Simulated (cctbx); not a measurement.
# A crystallographic session in cctbx: Sc2Al6Ni21

Library: cctbx 2025.11. The data are simulated by the first script.

## 1. Simulate the data

run.py:

```python
from cctbx import adptbx, crystal, miller, sgtbx, xray
from cctbx.array_family import flex
from iotbx.shelx import hklf
from scitbx import matrix
import scitbx.random

cs = crystal.symmetry(unit_cell=(11.235, 11.235, 11.235, 90, 90, 90), space_group_symbol='Hall: -F 4 2 3')  # Fm-3m
atoms = [  # label, site, U (iso, or U11 U22 U33 U12 U13 U23 in A^2), occupancy
    ("Ni1", (0, 0.8297, 0.8297), (0.0123, 0.0196, 0.0196, 0.0000, 0.0000, 0.0009), 1),
    ("Ni2", (0.3866, 0.8866, 0.8866), (0.0180, 0.0180, 0.0180, 0.0028, 0.0028, 0.0028), 1),
    ("Ni3", (0, 0, 0), (0.0138, 0.0138, 0.0138, -0.0000, 0.0000, -0.0000), 1),
    ("Sc1", (0.25, 0.75, 0.75), (0.0131, 0.0131, 0.0131, -0.0000, 0.0000, 0.0000), 1),
    ("Al1", (0.7294, 0, 0), (0.0188, 0.0231, 0.0231, 0.0000, 0.0000, 0.0000), 1),
]
xs = xray.structure(crystal_symmetry=cs)
for label, site, u, occ in atoms:
    u = adptbx.u_cif_as_u_star(cs.unit_cell(), u) if isinstance(u, tuple) else u
    xs.add_scatterer(xray.scatterer(label, site=site, u=u, occupancy=occ))
xs.set_inelastic_form_factors(0.4959, "sasaki")
xs.show_summary()
p1 = xs.expand_to_p1()
ms = miller.build_set(p1, anomalous_flag=True, d_min=0.65)
flex.set_random_seed(303040)
scitbx.random.set_random_seed(303040)
ms = ms.select(flex.random_double(ms.size()) < 0.95)
i = ms.structure_factors_from_scatterers(p1, algorithm="direct").f_calc().as_intensity_array().data()
i = i * 20000 / flex.max(i)
sig = flex.sqrt(i + flex.pow2(0.04 * i) + 4 ** 2)
noise = scitbx.random.variate(scitbx.random.normal_distribution())(i.size())
data = ms.array(data=i + sig * noise, sigmas=sig).set_observation_type_xray_intensity()
with open("data.hkl", "w") as f:
    data.export_as_shelx_hklf(f)
print("reflections written:", data.size(), " <I/sigma> = %.1f" % flex.mean(data.data() / data.sigmas()))
for h, a, b in list(data.sort("data"))[:12]:
    print("%4d%4d%4d %9.1f %7.1f" % (h + (a, b)))
```

```console
$ python run.py
```

```text
Number of scatterers: 5
At special positions: 5
Unit cell: (11.235, 11.235, 11.235, 90, 90, 90)
Space group: F m -3 m (No. 225)
reflections written: 20532  <I/sigma> = 2.3
   3  -3  -3   20169.7   812.4
  -3   3   3   20090.2   812.4
   3   3   3   19850.6   812.4
   3   3  -3   19643.8   812.4
  -3  -3   3   19467.7   812.4
   3  -3   3   19104.0   812.4
  -3   3  -3   18949.3   812.4
  -3  -3  -3   18570.0   812.4
   0  -6  -6   10343.1   405.6
  -6  -6   0    9900.0   405.6
   6   0  -6    9748.8   405.6
   6   6   0    9742.6   405.6
```

It took 0.65 s on 1 thread of Arm Neoverse N1 (shared host), peak memory 0.08 GiB.

## 2. Symmetry

run.py:

```python
from cctbx import crystal, sgtbx, statistics
from cctbx.array_family import flex
from iotbx.shelx import hklf

p1 = crystal.symmetry(unit_cell=(11.235, 11.235, 11.235, 90, 90, 90), space_group_symbol="P 1")
raw = hklf.reader(file_name="data.hkl").as_miller_arrays(crystal_symmetry=p1, anomalous=True)[0]
print(raw.size(), "reflections to d = %.3f A" % raw.d_min())
isig = raw.data() / raw.sigmas()
print("centring   violations  <I/sigma> of those")
best = "P"
for c in "ABCIRF":
    a = raw.customized_copy(space_group_info=sgtbx.space_group_info("Hall: %s 1" % c)).sys_absent_flags().data()
    m = flex.mean(isig.select(a))
    print("%5s %10d of %5d %8.1f" % (c, (isig.select(a) > 4).count(True), a.count(True), m))
    if (isig.select(a) > 4).count(True) < 0.01 * a.count(True):
        best = c
raw = raw.select(~raw.customized_copy(space_group_info=sgtbx.space_group_info("Hall: %s 1" % best)).sys_absent_flags().data())
isig = raw.data() / raw.sigmas()
rows = []
for s in sgtbx.space_group_symbol_iterator():
    g = sgtbx.space_group(s)
    if g.conventional_centring_type_symbol() != best or not g.is_compatible_unit_cell(p1.unit_cell(), 1e-3, 0.02):
        continue
    rows.append((s, g))
print("Laue class    unique    Rint  (classes that these axes allow; Friedel mates merged)")
rint = {}
for s, g in rows:
    laue = g.build_derived_patterson_group()
    key = laue.type().hall_symbol()
    if key not in rint:
        m = raw.customized_copy(space_group_info=laue.info(), anomalous_flag=False).merge_equivalents()
        rint[key] = m.r_int()
        print("%-14s %6d %7.3f" % (laue.type().lookup_symbol(), m.array().size(), m.r_int()))
floor = min(rint.values())
good = [(s, g) for s, g in rows if rint[g.build_derived_patterson_group().type().hall_symbol()] < 2 * floor + 0.03]
top = max(g.build_derived_patterson_group().order_z() for s, g in good)
print("space group    extra absences  I>4sigma  <I/sigma>")
for s, g in good:
    laue = g.build_derived_patterson_group()
    if laue.order_z() != top:
        continue
    a = raw.customized_copy(space_group_info=g.info()).sys_absent_flags().data()
    a &= ~raw.customized_copy(space_group_info=laue.info()).sys_absent_flags().data()
    bad = (isig.select(a) > 4).count(True)
    if bad <= 0.03 * a.count(True):
        print("%-16s %8d %10d %9s  %s" % (s.universal_hermann_mauguin(), a.count(True), bad, "%.1f" % flex.mean(isig.select(a)) if a.count(True) else "-", "centric" if g.is_centric() else "acentric"))
laue = max(good, key=lambda t: t[1].build_derived_patterson_group().order_z())[1].build_derived_patterson_group()
f = raw.customized_copy(space_group_info=laue.info(), anomalous_flag=False).merge_equivalents().array().eliminate_sys_absent().f_sq_as_f()
f.set_observation_type_xray_amplitude()
bins = max(3, min(8, f.size() // 12))
f.setup_binner(n_bins=bins)
w = statistics.wilson_plot(f, {e: n / laue.order_z() for e, n in {'Ni': 84.0, 'Sc': 8.0, 'Al': 24.0}.items()}, e_statistics=True)
print("Wilson B = %.2f A^2   <|E^2-1|> = %.3f (0.968 centric, 0.736 acentric)   E^2>4: %.1f %%" % (w.wilson_b, w.mean_e_sq_minus_1, w.percent_e_sq_gt_2))
print("shell (A)         n   <I/sigma>")
m = raw.customized_copy(space_group_info=laue.info(), anomalous_flag=False).merge_equivalents().array().eliminate_sys_absent()
for b in m.setup_binner(n_bins=bins).range_used():
    sel = m.binner().selection(b)
    print("%5.2f - %4.2f %6d %8.1f" % (min(m.binner().bin_d_range(b)[0] if m.binner().bin_d_range(b)[0] > 0 else 99, 99), m.binner().bin_d_range(b)[1], sel.count(True), flex.mean((m.data() / m.sigmas()).select(sel))))
```

```console
$ python run.py
```

```text
20532 reflections to d = 0.651 A
centring   violations  <I/sigma> of those
    A          0 of 10336      0.0
    B          0 of 10333     -0.0
    C          0 of 10303     -0.0
    I       1699 of 10231      2.2
    R       2354 of 13695      2.2
    F          0 of 15486      0.0
Laue class    unique    Rint  (classes that these axes allow; Friedel mates merged)
F m m m           762   0.042
F m -3            260   0.044
F m -3 m          175   0.045
space group    extra absences  I>4sigma  <I/sigma>
F 4 3 2                 0          0         -  acentric
F -4 3 m                0          0         -  acentric
F m -3 m                0          0         -  centric
Wilson B = 1.24 A^2   <|E^2-1|> = 0.800 (0.968 centric, 0.736 acentric)   E^2>4: 1.8 %
shell (A)         n   <I/sigma>
 6.49 - 1.30     31     56.4
 1.30 - 1.04     24     63.7
 1.04 - 0.91     21     58.0
 0.91 - 0.82     20     56.0
 0.82 - 0.76     22     39.9
 0.76 - 0.72     19     39.8
 0.72 - 0.68     18     34.0
 0.68 - 0.65     20     31.1
```

Time: 0.52 s.

## 3. Charge flipping

run.py:

```python
import itertools
from cctbx import crystal, maptbx
from cctbx.array_family import flex
from iotbx.shelx import hklf
from smtbx.ab_initio import charge_flipping as cf

cs = crystal.symmetry(unit_cell=(11.235, 11.235, 11.235, 90, 90, 90), space_group_symbol='Hall: -F 4 2 3')  # Fm-3m
raw = hklf.reader(file_name="data.hkl").as_miller_arrays(crystal_symmetry=cs, anomalous=True)[0]
merged = raw.eliminate_sys_absent().merge_equivalents()
fo2 = merged.array().set_observation_type_xray_intensity()
f = fo2.average_bijvoet_mates().f_sq_as_f().resolution_filter(d_min=0.65)
p1 = f.expand_to_p1()
p1.setup_binner_counting_sorted(reflections_per_bin=max(40, p1.size() // 12))
work = p1.array(data=p1.data() / p1.amplitude_quasi_normalisations().data())
flex.set_random_seed(79282)
it = cf.weak_reflection_improved_iterator(delta=None, weak_reflection_fraction=0.3)
it.start(work, phases=flex.random_double(p1.size()) * 6.2832, f_000=0)
it.delta = 1.1 * it.rho_map.sigma()
print("cycle      R  skewness")
for n, st in enumerate(itertools.islice(it, 200)):
    if n % 16 == 0:
        print("%5d %6.3f %8.2f" % (n, st.r1_factor(), st.rho_map.skewness()))
rho = p1.phase_transfer(it.f_calc).fft_map().apply_volume_scaling()
polish = cf.low_density_elimination_iterator(constant_rho_c=rho.sigma())
polish.start(f_obs=p1, phases=it.f_calc, f_000=0)
for _ in range(8):
    next(polish)
print("origin shift          correlation  skewness")
maps = []
for fc, shift, cc in itertools.islice(cf.f_calc_symmetrisations(f, polish.f_calc, 0), 4):
    m = f.phase_transfer(fc).fft_map(symmetry_flags=maptbx.use_space_group_symmetry, resolution_factor=0.25).apply_sigma_scaling()
    maps.append((m.skewness(), cc, m))
    print("%6.3f %6.3f %6.3f %10.3f %9.2f" % (tuple(shift) + (cc, m.skewness())))
skew, cc, m = max((t for t in maps if t[1] > maps[0][1] - 0.04), key=lambda t: t[0])
print("taken: symmetry correlation %.3f, skewness %.2f" % (cc, skew))
peaks = m.peak_search(parameters=maptbx.peak_search_parameters(min_distance_sym_equiv=0.9, max_clusters=10)).all()
sps = cs.special_position_settings(min_distance_sym_equiv=0.5)
print("peak      x       y       z  mult  height/sigma")
for k, (x, h) in enumerate(zip(peaks.sites(), peaks.heights())):
    ss = sps.site_symmetry(x)
    print("Q%-3d %7.4f %7.4f %7.4f %4d %8.1f" % ((k + 1,) + tuple(t % 1 for t in ss.exact_site()) + (ss.multiplicity(), h)))
```

```console
$ python run.py
```

```text
cycle      R  skewness
    0  0.698     0.34
   16  0.336     5.05
   32  0.220     4.72
   48  0.219     4.53
   64  0.219     4.45
   80  0.220     4.40
   96  0.230     4.38
  112  0.219     4.35
  128  0.212     4.34
  144  0.221     4.42
  160  0.218     4.50
  176  0.212     4.55
  192  0.219     4.58
origin shift          correlation  skewness
 0.467  0.177  0.012      0.908      0.89
 0.377  0.234  0.305      0.937      3.19
 0.134  0.014  0.015      0.866      0.96
 0.224  0.205  0.240      0.894      1.07
taken: symmetry correlation 0.937, skewness 3.19
peak      x       y       z  mult  height/sigma
Q1    0.0000  0.0000  0.0000    4     11.4
Q2    0.0000  0.1707  0.1707   48     10.1
Q3    0.1195  0.1195  0.3805   32      8.7
Q4    0.2500  0.2500  0.2500    8      5.5
Q5    0.0000  0.0000  0.2634   24      5.2
Q6    0.0733  0.0733  0.2691   96      2.2
Q7    0.0000  0.0000  0.3999   24      2.2
Q8    0.0667  0.0667  0.4333   32      2.2
Q9    0.1363  0.1363  0.1363   32      2.1
Q10   0.0000  0.2119  0.2881   48      1.7
```

Time: 6.8 s.

## 4. Refinement (model from the peaks)

run.py:

```python
import math
from cctbx import adptbx, crystal, maptbx, sgtbx, xray
from cctbx.array_family import flex
from cctbx.xray import observations
from iotbx.shelx import hklf
from scitbx.lstbx import normal_eqns_solving
from smtbx import absolute_structure, utils
from smtbx.refinement import constraints, least_squares

cs = crystal.symmetry(unit_cell=(11.235, 11.235, 11.235, 90, 90, 90), space_group_symbol='Hall: -F 4 2 3')  # Fm-3m
atoms = [  # label, site, U (iso, or U11 U22 U33 U12 U13 U23 in A^2), occupancy
    ("Ni1", (0, 0, 0), 0.0200, 1),
    ("Ni2", (0, 0.1707, 0.1707), 0.0200, 1),
    ("Ni3", (0.1195, 0.1195, 0.3805), 0.0200, 1),
    ("Sc1", (0.25, 0.25, 0.25), 0.0200, 1),
    ("Al1", (0, 0, 0.2634), 0.0200, 1),
]
xs = xray.structure(crystal_symmetry=cs)
for label, site, u, occ in atoms:
    u = adptbx.u_cif_as_u_star(cs.unit_cell(), u) if isinstance(u, tuple) else u
    xs.add_scatterer(xray.scatterer(label, site=site, u=u, occupancy=occ))
xs.set_inelastic_form_factors(0.4959, "sasaki")
raw = hklf.reader(file_name="data.hkl").as_miller_arrays(crystal_symmetry=cs, anomalous=True)[0]
merged = raw.eliminate_sys_absent().merge_equivalents()
fo2 = merged.array().set_observation_type_xray_intensity()
print("Rint %.3f, %d unique reflections to %.2f A" % (merged.r_int(), fo2.size(), fo2.d_min()))
for sc in xs.scatterers():
    sc.flags.set_grad_site(True)
    sc.flags.set_grad_u_aniso(sc.flags.use_u_aniso())
    sc.flags.set_grad_u_iso(sc.flags.use_u_iso())
obs = fo2.as_xray_observations()
extra = {}
rep = constraints.reparametrisation(xs, [], utils.connectivity_table(xs), **extra)
ls = least_squares.crystallographic_ls(obs, rep, weighting_scheme=least_squares.mainstream_shelx_weighting(a=0, b=0))
print("cycle     R1     wR2    GooF  max shift (A)")
for cycle in range(6):
    ls.build_up()
    r1, wr2, goof = ls.r1_factor(cutoff_factor=2)[0], ls.wR2(), ls.goof()
    old = xs.sites_cart()
    normal_eqns_solving.levenberg_marquardt_iterations(ls, n_max_iterations=3, tau=0.0001, step_threshold=1e-7)
    big = flex.max((xs.sites_cart() - old).norms())
    print("%4d %7.4f %7.4f %7.3f %9.5f" % (cycle + 1, r1, wr2, goof, big))
    ls.build_up(objective_only=True)
    if abs(ls.wR2() - wr2) < 5e-5 and big < 5e-4:
        break
ls.build_up()
print("final R1 %.4f wR2 %.4f GooF %.3f  parameters %d  data/parameter %.1f" % (ls.r1_factor(cutoff_factor=2)[0], ls.wR2(), ls.goof(), ls.n_parameters, fo2.size() / ls.n_parameters))
cov = ls.covariance_matrix_and_annotations()
su = dict(zip(cov.annotations, (math.sqrt(max(v, 0)) for v in cov.matrix.matrix_packed_u_diagonal())))
a2 = cs.unit_cell().reciprocal_parameters()[0] ** -2
print("atom        x        y        z      Ueq    occ   su(xyz)  su(Uiso or U11)")
for sc in xs.scatterers():
    s = max(su.get(sc.label + k, 0) for k in (".x", ".y", ".z"))
    npd = "" if sc.is_positive_definite_u(cs.unit_cell()) else "  NPD"
    print("%-5s %8.5f %8.5f %8.5f %8.4f %6.3f %8.5f %7.4f%s" % ((sc.label,) + sc.site + (sc.u_iso_or_equiv(cs.unit_cell()), sc.occupancy, s, su.get(sc.label + ".uiso", su.get(sc.label + ".u11", 0) * a2), npd)))
fo = fo2.f_sq_as_f()
fc = fo.structure_factors_from_scatterers(xs, algorithm="direct").f_calc()
diff = fo.f_obs_minus_f_calc(1 / math.sqrt(ls.scale_factor()), fc).average_bijvoet_mates()
m = diff.fft_map(symmetry_flags=maptbx.use_space_group_symmetry, resolution_factor=0.25).apply_volume_scaling()
print("difference map: max %.2f min %.2f rms %.2f" % (m.statistics().max(), m.statistics().min(), m.statistics().sigma()))
peaks = m.peak_search(parameters=maptbx.peak_search_parameters(min_distance_sym_equiv=0.6, max_clusters=5)).all()
near = xs.closest_distances(peaks.sites(), distance_cutoff=4)
sps = cs.special_position_settings(min_distance_sym_equiv=0.5)
for k, (x, h) in enumerate(zip(peaks.sites(), peaks.heights())):
    ss = sps.site_symmetry(x)
    print("Q%-3d %7.4f %7.4f %7.4f %4d %7.2f  %.2f A from %s" % ((k + 1,) + tuple(t % 1 for t in ss.exact_site()) + (ss.multiplicity(), h, near.smallest_distances[k], xs.scatterers()[near.i_seqs[k]].label)))
```

```console
$ python run.py
```

```text
Rint 0.045, 175 unique reflections to 0.65 A
cycle     R1     wR2    GooF  max shift (A)
   1  0.2363  0.5050  30.593   0.11693
   2  0.0414  0.1079   6.536   0.00009
final R1 0.0414 wR2 0.1079 GooF 6.536  parameters 8  data/parameter 21.9
atom        x        y        z      Ueq    occ   su(xyz)  su(Uiso or U11)
Ni1    0.00000  0.00000  0.00000   0.0142  1.000  0.00000  0.0008
Ni2    0.00000  0.17028  0.17028   0.0170  1.000  0.00009  0.0004
Ni3    0.11349  0.11349  0.38651   0.0178  1.000  0.00009  0.0004
Sc1    0.25000  0.25000  0.25000   0.0133  1.000  0.00000  0.0007
Al1    0.00000  0.00000  0.26996   0.0218  1.000  0.00048  0.0009
difference map: max 3.61 min -3.22 rms 0.39
Q1    0.1346  0.1346  0.3654   32    3.88  0.41 A from Ni3
Q2    0.0910  0.0910  0.4090   32    3.74  0.44 A from Ni3
Q3    0.0000  0.1939  0.1939   48    2.34  0.37 A from Ni2
Q4    0.0000  0.1421  0.1421   48    2.27  0.45 A from Ni2
Q5    0.0000  0.1002  0.3998   48    1.02  1.29 A from Ni3
```

Time: 0.67 s.

Figures of merit this high mean that the model is still wrong or incomplete.

## 5. Refinement (anisotropic displacement)

run.py, as its changes from the last script of this kind:

```diff
@@ -12,5 +12,5 @@
-    ("Ni1", (0, 0, 0), 0.0200, 1),
-    ("Ni2", (0, 0.1707, 0.1707), 0.0200, 1),
-    ("Ni3", (0.1195, 0.1195, 0.3805), 0.0200, 1),
-    ("Sc1", (0.25, 0.25, 0.25), 0.0200, 1),
-    ("Al1", (0, 0, 0.2634), 0.0200, 1),
+    ("Ni1", (0, 0, 0), 0.0142, 1),
+    ("Ni2", (0, 0.17028, 0.17028), 0.0170, 1),
+    ("Ni3", (0.11349, 0.11349, 0.38651), 0.0178, 1),
+    ("Sc1", (0.25, 0.25, 0.25), 0.0133, 1),
+    ("Al1", (0, 0, 0.26996), 0.0218, 1),
@@ -22,0 +23 @@
+xs.convert_to_anisotropic()
@@ -36 +37 @@
-for cycle in range(6):
+for cycle in range(8):
@@ -40 +41 @@
-    normal_eqns_solving.levenberg_marquardt_iterations(ls, n_max_iterations=3, tau=0.0001, step_threshold=1e-7)
+    normal_eqns_solving.levenberg_marquardt_iterations(ls, n_max_iterations=3, tau=1e-06, step_threshold=1e-7)
@@ -61 +62 @@
-peaks = m.peak_search(parameters=maptbx.peak_search_parameters(min_distance_sym_equiv=0.6, max_clusters=5)).all()
+peaks = m.peak_search(parameters=maptbx.peak_search_parameters(min_distance_sym_equiv=0.6, max_clusters=6)).all()
```

```console
$ python run.py
```

```text
Rint 0.045, 175 unique reflections to 0.65 A
cycle     R1     wR2    GooF  max shift (A)
   1  0.0414  0.1079   6.616   0.00679
   2  0.0077  0.0161   0.987   0.00000
final R1 0.0077 wR2 0.0161 GooF 0.987  parameters 12  data/parameter 14.6
atom        x        y        z      Ueq    occ   su(xyz)  su(Uiso or U11)
Ni1    0.00000  0.00000  0.00000   0.0140  1.000  0.00000  0.0001
Ni2    0.00000  0.17030  0.17030   0.0171  1.000  0.00001  0.0001
Ni3    0.11342  0.11342  0.38658   0.0179  1.000  0.00001  0.0001
Sc1    0.25000  0.25000  0.25000   0.0132  1.000  0.00000  0.0001
Al1    0.00000  0.00000  0.27056   0.0217  1.000  0.00007  0.0002
difference map: max 0.34 min -0.40 rms 0.09
Q1    0.1348  0.1913  0.1913   96    0.36  1.55 A from Ni2
Q2    0.0000  0.0000  0.3542   24    0.35  0.94 A from Al1
Q3    0.2126  0.2126  0.2126   32    0.33  0.73 A from Sc1
Q4    0.1079  0.1514  0.1514   96    0.31  1.25 A from Ni2
Q5    0.0364  0.0364  0.1490   96    0.27  1.48 A from Al1
Q6    0.0000  0.1119  0.3050   96    0.24  1.32 A from Al1
```

It took 0.63 s on 1 thread of Arm Neoverse N1 (shared host), peak memory 0.09 GiB.

[Logs are printed without paths, hosts, clocks, repeated set-up lines and the standing remarks that a program may print on its own settings, such as how far it seeks lower states.]
